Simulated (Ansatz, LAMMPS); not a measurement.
**Energy and forces of liquid Mg44Si45Fe11 (at. %) at 1800 K (62 atoms)**

What does DFT give for liquid Mg44Si45Fe11 (at. %) at 1800 K (62 atoms) as built?

Main program and level: Ansatz 0.2.0; Kohn-Sham DFT, PBEsol, PAW (set soft_2), plane waves.

## (1) Starting point

The cell holds 62 atoms: 27 Mg, 28 Si and 7 Fe. Cell: a = 11.499 Å, b = 11.499 Å, c = 11.499 Å, α = 90.0°, β = 90.0°, γ = 90.0°. 62 atoms (27 Mg, 28 Si, 7 Fe) placed at random at 2.32 g/cm³, melted at 2000 K for 10 ps at fixed volume with the MEAM Al-Si-Mg-Cu-Fe potential (Jelinek et al., Phys. Rev. B 85, 245102 (2012)). Snapshot at the end of a hold of 10 ps at 1800 K and zero pressure.

Limits known from the start: The starting topology of bonds comes from the classical model, and needn't be the one that DFT or experiment would give. Only the Γ point is sampled, in a cell whose shortest periodic width is 11 Å.

## (2) Making the structure

A classical potential makes the cell, at a small fraction of what the same run would cost in DFT.

This step: classical MD, MEAM Al-Si-Mg-Cu-Fe potential (Jelinek et al., Phys. Rev. B 85, 245102 (2012)) (LAMMPS 22 Jul 2025 - Update 4).

Contents of in.lmp:

```
# melt-quench of Mg27Si28Fe7
units metal
atom_style atomic
boundary p p p
region box block 0 10.9515 0 10.9515 0 10.9515
create_box 3 box
mass 1 24.3050   # Mg
mass 2 28.0850   # Si
mass 3 55.8450   # Fe
create_atoms 1 random 27 83463 NULL overlap 1.99 maxtry 2000
create_atoms 2 random 28 83470 NULL overlap 1.99 maxtry 2000
create_atoms 3 random 7 83477 NULL overlap 1.99 maxtry 2000
pair_style meam
pair_coeff * * library.meam AlS SiS MgS CuS FeS AlSiMgCuFe.meam MgS SiS FeS
neigh_modify delay 0 every 1 check yes
thermo_style custom step time temp pe press density
thermo_modify norm yes
timestep 0.002
thermo 100
min_style cg
minimize 1e-4 1e-4 200 2000
reset_timestep 0
velocity all create 2000 83464 mom yes dist gaussian
fix lim all nve/limit 0.05
fix lan all langevin 2000 2000 0.2 83465 zero yes
thermo 500
run 1000 post no
unfix lim
unfix lan
thermo 833
fix md all nvt temp 2000 2000 0.2
run 5000 post no
unfix md
thermo 833
fix md all npt temp 2000 1800 0.2 iso 0 0 2
run 2500 post no
unfix md
compute msd all msd com yes
thermo 1250
fix md all npt temp 1800 1800 0.2 iso 0 0 2
run 5000 post no
print "== T1800: mean square displacement over the hold $(c_msd[4]:%.2f) A^2"
unfix md
uncompute msd
write_dump all custom T1800.dump id type xs ys zs modify sort id
```

Command:

```sh
$ lmp -in in.lmp -log none -nocite
```

Numbers of over 12 decimals in the logs are rounded to 6 here.

The program printed:

```text
LAMMPS (22 Jul 2025 - Update 4)
Created orthogonal box = (0 0 0) to (10.9515 10.9515 10.9515)
Created 27 atoms
Created 28 atoms
Created 7 atoms
   Step          Time           Temp          PotEng         Press         Density
         0   0              0             -1.6475151      202804.91      2.3180682
        39   0.078          0             -2.8025789     -1413.3564      2.3180682
Loop time of 0.0226558 s on 1 MPI rank(s) for 39 steps with 62 atoms
Minimization stats:
  Stopping criterion = energy tolerance
  Energy initial, next-to-last, final =
       -1.647515104865  -2.80247926130629  -2.80257892612616
[... 16 lines left out ...]
Loop time of 1.94913 s on 1 MPI rank(s) for 5000 steps with 62 atoms
   Step          Time           Temp          PotEng         Press         Density
[... 5 lines left out ...]
Loop time of 0.822954 s on 1 MPI rank(s) for 2500 steps with 62 atoms
   Step          Time           Temp          PotEng         Press         Density
[... 2 lines left out ...]
     10000   20             1623.6949     -2.7066462      11613.369      1.8879001
     11250   22.5           1618.4995     -2.6682435      2239.5638      1.7505025
     12500   25             2016.1399     -2.6788507     -1374.03        1.7931683
     13500   27             2008.9281     -2.7380718      11289.904      2.002671
Loop time of 1.64015 s on 1 MPI rank(s) for 5000 steps with 62 atoms
== T1800: mean square displacement over the hold 59.94 A^2
```

Elapsed: 4.9 s, on 1 thread of Arm Neoverse V1, shared host; peak memory 0.079 GiB.

## (3) Plane-wave single point

The electrons are solved once, with the atoms held.

Contents of input.yaml:

```yaml
crystal:
  lattice:
    - [11.49862, 0.0, 0.0]
    - [0.0, 11.49862, 0.0]
    - [0.0, 0.0, 11.49862]
  atoms:
    - { symbol: Mg, position: [0.31635, 0.55208, 0.2043] }
    - { symbol: Mg, position: [0.99851, 0.94446, 0.95918] }
    - { symbol: Mg, position: [0.86256, 0.82266, 0.71007] }
    - { symbol: Mg, position: [0.13624, 0.49624, 0.40559] }
    - { symbol: Mg, position: [0.77733, 0.232, 0.66272] }
    - { symbol: Mg, position: [0.13193, 0.20992, 0.20282] }
    - { symbol: Mg, position: [0.47081, 0.68006, 0.9869] }
    - { symbol: Mg, position: [0.0687, 0.59828, 0.72293] }
    - { symbol: Mg, position: [0.15079, 0.06004, 0.82264] }
    - { symbol: Mg, position: [0.91172, 0.68424, 0.99055] }
    - { symbol: Mg, position: [0.65013, 0.79562, 0.12887] }
    - { symbol: Mg, position: [0.31806, 0.10777, 0.58335] }
    - { symbol: Mg, position: [0.45122, 0.08214, 0.06312] }
    - { symbol: Mg, position: [0.86066, 0.30133, 0.95076] }
    - { symbol: Mg, position: [0.11497, 0.58436, 0.98992] }
    - { symbol: Mg, position: [0.67929, 0.44239, 0.29001] }
    - { symbol: Mg, position: [0.97851, 0.98505, 0.41806] }
    - { symbol: Mg, position: [0.71536, 0.65166, 0.78072] }
    - { symbol: Mg, position: [0.12494, 0.37115, 0.75869] }
    - { symbol: Mg, position: [0.77143, 0.16094, 0.19184] }
    - { symbol: Mg, position: [0.40806, 0.25929, 0.45932] }
    - { symbol: Mg, position: [0.01908, 0.53249, 0.21756] }
    - { symbol: Mg, position: [0.57627, 0.13337, 0.7253] }
    - { symbol: Mg, position: [0.35208, 0.35283, 0.01565] }
    - { symbol: Mg, position: [0.45155, 0.49408, 0.81121] }
    - { symbol: Mg, position: [0.60631, 0.94834, 0.93617] }
    - { symbol: Mg, position: [0.96177, 0.33834, 0.52236] }
    - { symbol: Si, position: [0.42372, 0.74856, 0.66716] }
    - { symbol: Si, position: [0.81664, 0.46399, 0.06225] }
    - { symbol: Si, position: [0.37576, 0.21529, 0.79688] }
    - { symbol: Si, position: [0.73895, 0.41687, 0.49598] }
    - { symbol: Si, position: [0.64872, 0.22549, 0.44218] }
    - { symbol: Si, position: [0.60842, 0.52339, 0.6171] }
    - { symbol: Si, position: [0.1966, 0.31489, 0.54402] }
    - { symbol: Si, position: [0.6357, 0.85207, 0.48029] }
    - { symbol: Si, position: [0.10076, 0.25492, 0.98011] }
    - { symbol: Si, position: [0.80086, 0.03827, 0.97952] }
    - { symbol: Si, position: [0.89523, 0.32938, 0.27821] }
    - { symbol: Si, position: [0.75603, 0.9535, 0.28564] }
    - { symbol: Si, position: [0.2103, 0.77982, 0.8718] }
    - { symbol: Si, position: [0.09995, 0.75561, 0.34093] }
    - { symbol: Si, position: [0.16224, 0.93585, 0.22785] }
    - { symbol: Si, position: [0.97015, 0.00243, 0.1744] }
    - { symbol: Si, position: [0.07016, 0.13123, 0.61405] }
    - { symbol: Si, position: [0.91088, 0.11314, 0.76457] }
    - { symbol: Si, position: [0.30452, 0.80102, 0.15102] }
    - { symbol: Si, position: [0.90584, 0.49138, 0.83636] }
    - { symbol: Si, position: [0.40408, 0.90892, 0.87162] }
    - { symbol: Si, position: [0.30926, 0.109, 0.2534] }
    - { symbol: Si, position: [0.18731, 0.80803, 0.53851] }
    - { symbol: Si, position: [0.2823, 0.61711, 0.76004] }
    - { symbol: Si, position: [0.50651, 0.32195, 0.18793] }
    - { symbol: Si, position: [0.43348, 0.61347, 0.40185] }
    - { symbol: Si, position: [0.42555, 0.41355, 0.59637] }
    - { symbol: Si, position: [0.40974, 0.9226, 0.3506] }
    - { symbol: Fe, position: [0.38443, 0.8883, 0.53465], spin: 2.2 }
    - { symbol: Fe, position: [0.53425, 0.019, 0.49921], spin: 2.2 }
    - { symbol: Fe, position: [0.30406, 0.64689, 0.53725], spin: 2.2 }
    - { symbol: Fe, position: [0.52589, 0.77395, 0.33426], spin: 2.2 }
    - { symbol: Fe, position: [0.30733, 0.75999, 0.35979], spin: 2.2 }
    - { symbol: Fe, position: [0.22893, 0.9666, 0.43432], spin: 2.2 }
    - { symbol: Fe, position: [0.54329, 0.69309, 0.53113], spin: 2.2 }
magnetization:
  spin_polarized: true
kpoints:
  mp_grid: { grid: [1, 1, 1] }
hamiltonian:
  xc: pbesol
scf:
  occupations: { method: gaussian, width: 0.05 }
  lower_state_search: "off"
output:
  forces: true
  stress: true
  populations: true
  dos:
    method: { smearing: { sigma: 0.15 } }
    de: 0.1
    projected: { site_lists: { Fe: [Fe], Mg: [Mg], Si: [Si] } }
  eigenvalues: true
  write_density: true
  write_potential: true
  volumetric_format: npy
```

Command:

```sh
$ ansatz run input.yaml --threads 8 --pin off --max-ram 15872MiB --backend cpu --events-out ev --progress --plain --runs-dir out
```

The program printed:

```text
Engine: ansatz 0.2.0, aarch64-unknown-linux-gnu
Pseudopotentials: kind: paw
Pseudopotential: Mg, paw, valence charge 10, recommended cutoff 420 eV (normal), Mg.paw.azcp
Pseudopotential: Si, paw, valence charge 4, recommended cutoff 420 eV (normal), Si.paw.azcp
Pseudopotential: Fe, paw, valence charge 16, recommended cutoff 420 eV (normal), Fe.paw.azcp
[... 3 lines on functional and potentials left out ...]
Crystal: 62 atoms, lattice volume = 1520.328 Å³
Basis set: ecut = 420 eV, 29711 PW (Γ), exchange–correlation on 160×160×160 points (8 copies of the dense FFT grid, shifted against one another)
Bands: 317, of which v1, the nominal top of the filled ones, is band 247 counted from 1 (246 counted from 0)
Symmetry: 1 space group operations
Space group: P1 (ITA 1), of the structure as read, at distance tolerance 1.1e-4 Å
Magnetic group: BNS 1.1 (UNI 1), of the structure as read, at distance tolerance 1.1e-4 Å
k-points: 1
[... 10 lines on functional and potentials left out ...]
Initial density: superposition of atomic densities (chi_scale 0.1, normalization cell)
Starting moments: Σ|m| = 15.4 μB on 7 of 62 sites
Initial wavefunctions: pseudopotential atomic-orbital guess
Functional: x = pbesol(κ = 0.804, μ = 0.123457), c = pbesol(β = 0.046)
SCF iter   1: F=—  HF=-100186.243485 eV  |F-HF|=—  |Δ(HF+E_count)|=         —  Δρ=1.11e-1 (↑2.54e-2 ↓1.11e-1)  dr2=9.38e2  dr2_m=2.77e1  M=2.003 μB ∫|m|=4.396 μB  β_m=0.30  ethr=3.10e-3  ⟨swp⟩=6.0  Hψ=2469  notcnv=0  defer=30
preconditioner: auto → Kerker (q_TF=auto, 2.262 Å⁻¹)  [metal: Δε(μ)=0.017 eV  Ē_g=6.436 eV  σ=0.050 eV  W_gap=0.18  n_scr=304 (ndim 8)  ℏωp=14.2 eV  f_vac=0.019  D(μ)=30.90/eV (n_scr^D=178)]
spin=Collinear: Kerker preconditioning applied to the charge; magnetization (m = ρ↑ − ρ↓) channel mixes plain (no charge-response kernel on spin).
SCF iter   2: F=—  HF=-100188.740740 eV  |F-HF|=—  |Δ(HF+E_count)|=    2.50e0  Δρ=1.29e-1 (↑1.29e-1 ↓8.61e-2)  dr2=8.62e2  dr2_m=7.14e0  M=6.567 μB ∫|m|=8.316 μB  β_m=0.30  ethr=3.10e-3  ⟨swp⟩=5.5  Hψ=1422  notcnv=0  defer=113
SCF iter   3: F=—  HF=-100154.483295 eV  |F-HF|=—  |Δ(HF+E_count)|=    3.43e1  Δρ=5.80e-2 (↑2.42e-2 ↓5.80e-2)  dr2=3.68e2  dr2_m=6.14e0  M=3.211 μB ∫|m|=5.688 μB  β_m=0.30  ethr=3.10e-3  ⟨swp⟩=3.0  Hψ=1381  notcnv=0  defer=117
SCF iter   4: F=—  HF=-100147.819351 eV  |F-HF|=—  |Δ(HF+E_count)|=    6.66e0  Δρ=6.36e-2 (↑5.67e-2 ↓6.36e-2)  dr2=3.18e2  dr2_m=2.71e0  M=5.869 μB ∫|m|=7.586 μB  β_m=0.30  ethr=3.10e-3  ⟨swp⟩=3.0  Hψ=1263  notcnv=0  defer=118
SCF iter   5: F=—  HF=-100158.649767 eV  |F-HF|=—  |Δ(HF+E_count)|=    1.08e1  Δρ=8.85e-2 (↑8.85e-2 ↓7.68e-2)  dr2=8.78e2  dr2_m=1.77e0  M=4.410 μB ∫|m|=6.634 μB  β_m=0.30  ethr=3.10e-3  ⟨swp⟩=4.5  Hψ=1927  notcnv=0  defer=116
SCF iter   6: F=—  HF=-100140.179580 eV  |F-HF|=—  |Δ(HF+E_count)|=    1.85e1  Δρ=4.38e-2 (↑3.82e-2 ↓4.38e-2)  dr2=2.19e2  dr2_m=6.53e-1  M=6.844 μB ∫|m|=9.127 μB  β_m=0.30  ethr=3.10e-3  ⟨swp⟩=4.0  Hψ=1755  notcnv=0  defer=112
SCF iter   7: F=—  HF=-100136.284761 eV  |F-HF|=—  |Δ(HF+E_count)|=    3.89e0  Δρ=1.79e-2 (↑1.25e-2 ↓1.79e-2)  dr2=1.75e1  dr2_m=7.66e-1  M=7.083 μB ∫|m|=9.529 μB  β_m=0.30  ethr=3.10e-3  ⟨swp⟩=3.0  Hψ=1455  notcnv=0  defer=117
SCF iter   8: F=—  HF=-100136.750965 eV  |F-HF|=—  |Δ(HF+E_count)|=   4.66e-1  Δρ=2.58e-2 (↑1.69e-2 ↓2.58e-2)  dr2=3.30e1  dr2_m=1.45e0  M=7.894 μB ∫|m|=10.021 μB  β_m=0.30  ethr=3.10e-3  ⟨swp⟩=4.5  Hψ=1074  notcnv=0  defer=115
SCF iter   9: F=—  HF=-100137.134139 eV  |F-HF|=—  |Δ(HF+E_count)|=   3.83e-1  Δρ=3.58e-2 (↑1.56e-2 ↓3.58e-2)  dr2=7.04e1  dr2_m=1.92e0  M=9.731 μB ∫|m|=11.815 μB  β_m=1.00  ethr=3.10e-3  ⟨swp⟩=3.5  Hψ=1068  notcnv=0  defer=111
SCF iter  10: F=—  HF=-100135.903350 eV  |F-HF|=—  |Δ(HF+E_count)|=    1.23e0  Δρ=1.69e-2 (↑5.74e-3 ↓1.69e-2)  dr2=9.75e0  dr2_m=7.19e-1  M=9.680 μB ∫|m|=12.720 μB  β_m=0.30  ethr=3.10e-3  ⟨swp⟩=5.0  Hψ=720  notcnv=0  defer=107
[...]
spin-set hold released at iteration 15 (site moments' squared step at or under half its running peak, from the soft ceiling on): the magnetisation degrees of freedom join the quasi-Newton model from the next iteration; the mixer history was flushed
[...]
SCF iter  45: F=—  HF=-100136.392451 eV  |F-HF|=—  |Δ(HF+E_count)|=   6.65e-7  Δρ=1.42e-5 (↑5.30e-6 ↓1.42e-5)  dr2=5.66e-6  dr2_m=8.47e-7  M=11.497 μB ∫|m|=16.031 μB  β_m=0.20  ethr=1.78e-9  ⟨swp⟩=2.0  Hψ=679  notcnv=0  defer=113
SCF iter  46: F=—  HF=-100136.392450 eV  |F-HF|=—  |Δ(HF+E_count)|=   1.27e-7  Δρ=9.63e-6 (↑4.08e-6 ↓9.63e-6)  dr2=2.33e-6  dr2_m=5.44e-7  M=11.498 μB ∫|m|=16.032 μB  β_m=0.52  ethr=1.15e-9  ⟨swp⟩=2.0  Hψ=606  notcnv=0  defer=113
SCF iter  47: F=—  HF=-100136.392451 eV  |F-HF|=—  |Δ(HF+E_count)|=   3.25e-7  Δρ=1.91e-5 (↑8.07e-6 ↓1.91e-5)  dr2=1.44e-5  dr2_m=5.87e-7  M=11.498 μB ∫|m|=16.031 μB  β_m=0.41  ethr=4.71e-10  ⟨swp⟩=2.0  Hψ=681  notcnv=0  defer=113  recentre
SCF iter  48: F=—  HF=-100136.392450 eV  |F-HF|=—  |Δ(HF+E_count)|=   3.52e-7  Δρ=1.02e-5 (↑2.86e-6 ↓1.02e-5)  dr2=3.46e-6  dr2_m=3.51e-7  M=11.498 μB ∫|m|=16.032 μB  β_m=0.42  ethr=4.71e-10  ⟨swp⟩=2.0  Hψ=942  notcnv=0  defer=113
SCF iter  49: F=—  HF=-100136.392450 eV  |F-HF|=—  |Δ(HF+E_count)|=   7.08e-8  Δρ=1.04e-5 (↑4.82e-6 ↓1.04e-5)  dr2=4.05e-6  dr2_m=2.38e-7  M=11.498 μB ∫|m|=16.031 μB  β_m=0.37  ethr=4.71e-10  ⟨swp⟩=2.0  Hψ=656  notcnv=0  defer=113
SCF iter  50: F=—  HF=-100136.392451 eV  |F-HF|=—  |Δ(HF+E_count)|=   2.80e-7  Δρ=1.62e-5 (↑8.04e-6 ↓1.62e-5)  dr2=1.13e-5  dr2_m=3.30e-7  M=11.498 μB ∫|m|=16.032 μB  β_m=0.24  ethr=4.71e-10  ⟨swp⟩=2.0  Hψ=917  notcnv=0  defer=113  recentre
SCF iter  51: F=—  HF=-100136.392450 eV  |F-HF|=—  |Δ(HF+E_count)|=   3.25e-7  Δρ=6.99e-6 (↑2.38e-6 ↓6.99e-6)  dr2=1.67e-6  dr2_m=1.43e-7  M=11.498 μB ∫|m|=16.032 μB  β_m=0.21  ethr=4.71e-10  ⟨swp⟩=2.0  Hψ=917  notcnv=0  defer=113
SCF iter  52: F=—  HF=-100136.392450 eV  |F-HF|=—  |Δ(HF+E_count)|=   2.98e-9  Δρ=5.11e-6 (↑1.07e-6 ↓5.11e-6)  dr2=6.94e-7  dr2_m=9.73e-8  M=11.498 μB ∫|m|=16.032 μB  β_m=0.21  ethr=3.37e-10  ⟨swp⟩=2.0  Hψ=543  notcnv=0  defer=113
SCF iter  53: F=—  HF=-100136.392450 eV  |F-HF|=—  |Δ(HF+E_count)|=   3.77e-8  Δρ=4.26e-6 (↑1.66e-6 ↓4.26e-6)  dr2=5.18e-7  dr2_m=6.10e-8  M=11.498 μB ∫|m|=16.032 μB  β_m=0.19  ethr=1.41e-10  ⟨swp⟩=2.0  Hψ=638  notcnv=0  defer=113
SCF iter  54: F=-100136.392450 eV  HF=-100136.392450 eV  |F-HF|=4.41e-8  |Δ(HF+E_count)|=   1.50e-8  Δρ=2.26e-6 (↑1.03e-6 ↓2.26e-6)  dr2=9.01e-8  dr2_m=3.11e-8  M=11.498 μB ∫|m|=16.032 μB  ethr=2.02e-11  ⟨swp⟩=17.5  Hψ=5033  notcnv=0
SCF 1 converged in 54 iterations: F = -100136.392450 eV  dr2 = 9.01e-8
  greatest PAW one-centre occupation: 1.003 electrons in one spin orbital (limit 2), on the Fe atom at site 56 (counted from 0), in its partial waves of l = 1
SCF converged after 54 iterations
Magnetization: 11.4979 μB (252.7489 up, 241.2511 down)
Absolute magnetization: 16.0502 μB (∫|ρ↑−ρ↓|, with the PAW one-centre terms)
Spin contamination: 1.9640 ħ² per cell (⟨S²⟩ above its minimum at these occupations)
Per-site moments (μB) at R_I (Å): [(0.000258817, 1.127583), (0.00447262, 1.042201), (0.015203, 1.121441), (-0.020652, 1.064797), (0.0014868, 0.975952), [...]
Free energy (F): -100136.392450 eV
Harris-Foulkes:  -100136.392450 eV  (|F-HF|=4.41e-8)
Internal energy: -100136.350832 eV  (E = F + TS)
E sigma→0 (E₀):  -100136.371641 eV
Entropy (-TS):   -0.041619 eV (-0.671 meV/atom)
Fermi energy:    4.800413 eV
--- Per-component energies (eV) ---
  E_band       = -12826.555911
  E_kinetic    = 5537.174551
  E_local      = -90340.222079  (includes V_loc(G=0)·N_el)
  E_nonlocal   = 4875.398160
  E_hartree    = 36645.878729
  E_xc         = -3067.712100
  E_vxc        = -3298.313416  (∫ρ·V_xc dr)
  E_paw        = -30908.579620  (= ΣΔE_a)
  E_vpaw       = -2892.353644  (= ΣTr[D̂ρ^β])
  E_aug_tail   = 0.005930  (compensation charges beyond the density's cutoff)
  E_ewald      = -22882.021793
  E_core_change = 3.727391  (= ΣΔE_core)
  E_smearing   = -0.041619  (= −TS)
  E_closure    = -0.000000  (closes the sum)
  Σ components = -100136.392450   (vs F -100136.392450, Δ=0.00e0)
--- Forces (eV/Å), atoms counted from 1 ---
  atom   1  Mg     0.01951679    -0.02312956    -0.00944266
  atom   2  Mg     0.37288379    -0.95590388    -0.29917854
  atom   3  Mg     0.68713012     1.03301712    -0.05299115
  atom   4  Mg     1.04889351     0.11586722     1.05917256
  atom   5  Mg    -0.55727969     1.49227101    -0.94938845
  atom   6  Mg    -1.49577951     0.74890642     0.14305358
  atom   7  Mg    -0.53872529     0.33336536    -0.23203477
  atom   8  Mg    -0.63742274     1.41058756    -0.93419231
  atom   9  Mg     1.15511526     0.51744521    -0.23380267
  atom  10  Mg    -1.29561355     0.41018979    -0.04988910
  atom  11  Mg     0.62553518    -0.09291069     0.48108446
  atom  12  Mg    -0.61305855    -1.13943958     1.74961031
  atom  13  Mg    -0.60587460     0.41832771     0.24885281
  atom  14  Mg     0.37236737    -2.56063696    -1.11803494
[...]
atom  61  Fe    -0.65384590     0.40644655    -1.38609283
  atom  62  Fe     0.13463282    -0.52938131     0.99991371
  max |Σ_I F_I| component: 1.13e-4 eV/Å
--- Stress (GPa, compression-positive) ---
       -3.577395      -0.604549       0.256358
       -0.604549      -3.790620      -0.276393
        0.256359      -0.276393      -3.375572
  P = ⅓ Tr σ = -3.5812 GPa (-35.812 kbar)
--- Band table (eV) ---
  k-point 0 ↑: bands = ["-83.0517", "-82.8781", "-82.7207", "-82.6846", [... 301 levels ...], "8.1642", "8.2360", "8.2737", "8.3181", "8.3847", "8.4193", "8.4597", "8.4890", "8.5630", "8.5796", "8.6362", "8.7054"]
  k-point 0 ↓: bands = ["-80.9305", "-80.8347", "-80.6062", "-80.5879", [... 301 levels ...], "8.2649", "8.3244", "8.3371", "8.4161", "8.4519", "8.4846", "8.5044", "8.5413", "8.6385", "8.6733", "8.7247", "8.7890"]
--- Löwdin populations: 62 sites ---
  site symbol       q [e]    m [muB]
     0     Mg      9.0728     0.0018
     1     Mg      8.8490     0.0088
     2     Mg      9.4241     0.0272
[...]
61     Fe     15.7707     0.8655
  spilling = 0.016650 (of n_electrons = 494.000000)
```

Run time: 53 s. Hardware: 8 threads of Arm Neoverse V1, shared host; peak memory 2.8 GiB; 6.8 min of CPU time.

The column dr2 measures how far the density is from self-consistency, as an energy; F and HF (Harris–Foulkes) agree once it is small.

Numbers from this run:

| Quantity | Value |
| --- | --- |
| free energy | -100136.3925 eV |
| free energy per atom | -1615.1031 eV/atom |
| SCF cycles | 54 |
| pressure | -3.581 GPa |
| r.m.s. force component | 0.7828 eV/Å |
| longest force | 2.996 eV/Å |
| Fermi energy | 4.8 eV |
| levels partly filled by over 2 per cent | 5 |
| total moment | 11.5 μB |
| absolute moment | 16.05 μB |
| spilling of the projection | 0.01665 |

Length of the force by element:

```tsv
element	coordination	atoms	mean length of the force (eV/Å)	spread	least	most
Fe	all	7	1.30	0.274	0.707	1.59
Mg	all	27	1.25	0.678	0.0317	3.00
Si	all	28	1.10	0.691	0.360	2.98
```

Magnetic moments by element:

```tsv
element	coordination	atoms	mean moment (μB)	spread	least	most
Fe	all	7	1.71	0.438	0.778	2.32
Mg	all	27	-0.0038	0.008	-0.0207	0.0152
Si	all	28	-0.016	0.017	-0.0562	0.0108
```

Density of states as counts of states in windows of 0.5 eV (from the Fermi level), total and the larger projections:

```tsv
from (eV)	to (eV)	total up	total down	Si p	Fe d	Si s	Mg s
-10	-9.5	1.1	1.1	0.3	0.0	1.5	0.2
-9.5	-9	2.3	2.2	0.6	0.1	3.0	0.5
-9	-8.5	3.1	3.2	1.0	0.1	4.3	0.6
-8.5	-8	2.7	2.6	0.8	0.1	3.5	0.6
-8	-7.5	3.4	3.4	1.1	0.2	4.5	0.7
-7.5	-7	4.1	4.1	1.2	0.3	5.8	0.7
-7	-6.5	4.2	4.0	1.4	0.3	5.7	0.6
-6.5	-6	1.7	1.9	0.6	0.1	2.4	0.3
-6	-5.5	2.5	2.4	1.3	0.2	2.8	0.5
-5.5	-5	1.5	1.6	0.8	0.1	1.7	0.3
-5	-4.5	4.0	2.4	3.1	0.9	0.6	1.3
-4.5	-4	4.7	5.1	5.0	1.5	0.8	2.0
-4	-3.5	6.3	4.2	5.3	2.3	0.7	1.7
-3.5	-3	9.9	8.3	9.6	4.2	1.1	2.7
-3	-2.5	11.6	7.9	9.6	6.0	1.1	2.2
-2.5	-2	12.2	9.5	10.5	6.6	1.1	2.6
-2	-1.5	11.9	9.6	9.2	8.0	0.9	2.2
-1.5	-1	11.2	10.5	8.9	8.5	0.8	2.0
-1	-0.5	9.8	9.5	8.8	5.7	0.9	2.0
-0.5	0	7.8	11.2	8.6	4.8	1.0	2.2
0	0.5	7.5	10.9	7.6	5.5	0.9	1.9
0.5	1	6.8	10.4	7.2	4.2	0.8	2.0
1	1.5	7.5	9.1	7.3	2.6	0.8	2.1
1.5	2	7.7	7.9	6.7	1.5	0.8	2.1
2	2.5	8.6	9.3	6.2	1.2	0.7	2.6
2.5	3	8.6	8.7	5.6	0.8	0.7	2.4
```

Between -26 and -10 eV lie 3 more states.

About 270 of the 494 electrons lie in deeper levels, below the stored range.

The levels nearest the highest filled one (over half full), pooled over k-points and spins:

```tsv
level less the highest filled one (eV)	occupation
-0.144	1
-0.0862	0.999
-0.0696	0.995
-0.0606	0.989
-0.0114	0.82
0	0.724
0.029	0.411
0.0872	0.031
0.0878	0.029
0.119	0.003
0.161	0
0.164	0
```

[end of part 1 of 2]

[Logs are printed without paths, hosts, clocks, repeated set-up lines and the standing remarks that a program may print on its own settings, such as how far it seeks lower states.]

[Hosts, paths, dates, database ids (printed as entryN), source tags and the programs' standing remarks are cut or masked in the printed files.]
